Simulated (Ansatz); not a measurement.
# Cu(331) slab (30 atoms): surface energy

What is the surface energy of this cell, counted against the bulk crystal, and how far does it hang on functional and mesh?

Calculated with Ansatz 0.2.0: Kohn-Sham DFT, PBE, PAW (set soft_2), plane waves; cutoff 420 eV, fermi-dirac smearing of 0.1 eV. Cutoffs: 420 eV for PBE; 500 eV for r2SCAN.

**The cells**

The cell holds 30 atoms: 30 Cu. Its edges and angles: a = 5.141 Å, b = 5.747 Å, c = 26.675 Å, α = 90.0°, β = 90.0°, γ = 77.1°. It derives from Cu. The starting structure: Slab of Cu cut on (3 3 1), 11.7 Å thick, 2 x 1 surface cells, both faces free, 15 Å of vacuum; not relaxed. Lattice constants are starting values near those of PBE. Vacuum lies along c.

The bulk reference is Cu4 in a cell of 4 atoms, 12.008 Å³ an atom.

The input of the single point on the relaxed cell:

```yaml
crystal:
  lattice:
    - [5.14067, 0.0, 0.0]
    - [1.28517, 5.60191, 0.0]
    - [0.0, 0.0, 26.67497]
  atoms:
    - { symbol: Cu, position: [0.1848, 0.26025, 0.28662] }
    - { symbol: Cu, position: [0.02611, 0.89509, 0.31315] }
    - { symbol: Cu, position: [0.36625, 0.53393, 0.34291] }
    - { symbol: Cu, position: [0.20962, 0.1601, 0.37618] }
    [... 24 atom lines left out ...]
    - { symbol: Cu, position: [0.63178, 0.47333, 0.68685] }
    - { symbol: Cu, position: [0.9731, 0.10817, 0.71338] }
kpoints:
  mp_grid: { grid: [7, 6, 1] }
hamiltonian:
  xc: pbe
scf:
  occupations: { method: fermi_dirac, width: 0.1 }
output:
  forces: true
  populations: true
  dos:
    method: { smearing: { sigma: 0.08 } }
    de: 0.1
    projected: { site_lists: { Cu: [Cu] } }
  eigenvalues: true
  write_density: true
  write_potential: true
  volumetric_format: npy
```

| cell | formula | k-mesh | relaxation steps | gain on relaxing (eV) | free energy, PBE (eV) | time of its runs on this page |
| --- | --- | --- | --- | --- | --- | --- |
| Cu(331) slab | Cu30 | 7×6×1 (relaxed on 5×4×1) | 4 | 0.16 | -198749.882 | 50 s |
| bulk Cu | Cu4 | 15×15×15 | - | - | -26500.717 | 11 s |

**Surface energy**

The excess is the cell's free energy less 7.5 times that of the bulk cell. It is divided by twice the area, as the cell holds two faces, so the value is their mean, and they need not be alike (28.80 Å²), with 1 eV/Å² = 16.022 J/m².

```
           level  k-mesh  excess (eV)  surface energy (J/m²)  per area (meV/Å²)
             PBE   7×6×1        5.498                  1.529               95.5
PBE, denser mesh   9×8×1        5.496                  1.529               95.4
          r2SCAN   7×6×1        6.366                  1.771              110.5
```

Worked for the first row at PBE: (-198749.882) − 7.5 × (-26500.717) = 5.498 eV (from unrounded energies).

Then 5.498 / (2 × 28.80) × 16.022 = 1.529 J/m².

**Neighbours**

Bonds by pair of elements; cutoffs follow the first minimum of g(r), held within bounds set by covalent radii, and pairs that aren't listed don't count as bonded:

```tsv
pair A-B	cutoff (Å)	bonds	mean length (Å)	spread (Å)	shortest (Å)	B about A	A about B
Cu-Cu	2.98	162	2.56	0.03	2.45	10.8	10.8
```

How many atoms have how many bonded neighbours:

```tsv
element	mean	7	9	11	12
Cu	10.8	4	4	4	18
```

**Findings**

At PBE the surface energy is 1.53 J/m². At the same geometries the levels give 1.53 (PBE) to 1.77 J/m² (r2SCAN) and the denser mesh leaves it within 0.01 J/m². Relaxing the atoms lowered it by 0.045 J/m² from the start (on the 5×4×1 mesh of the relaxation), and the farthest atom moved 0.15 Å. By these cutoffs 12 of 30 Cu atoms differ from the commonest count of 12.

Limits: The cell edges were held, so the lattice is the typed one for every functional. Cell and bulk are sampled on unlike meshes, and the error grows with the number of atoms subtracted. These are free energies under a smearing of 0.1 eV, whose entropy term isn't removed. In some runs the program notes that positions were snapped to a detected symmetry and the exchange-correlation potential is rough where the density is thin.

[Logs are printed without paths, hosts, clocks, repeated set-up lines and the standing remarks that a program may print on its own settings, such as how far it seeks lower states.]

[Hosts, paths, dates, database ids (printed as entryN), source tags and the programs' standing remarks are cut or masked in the printed files.]
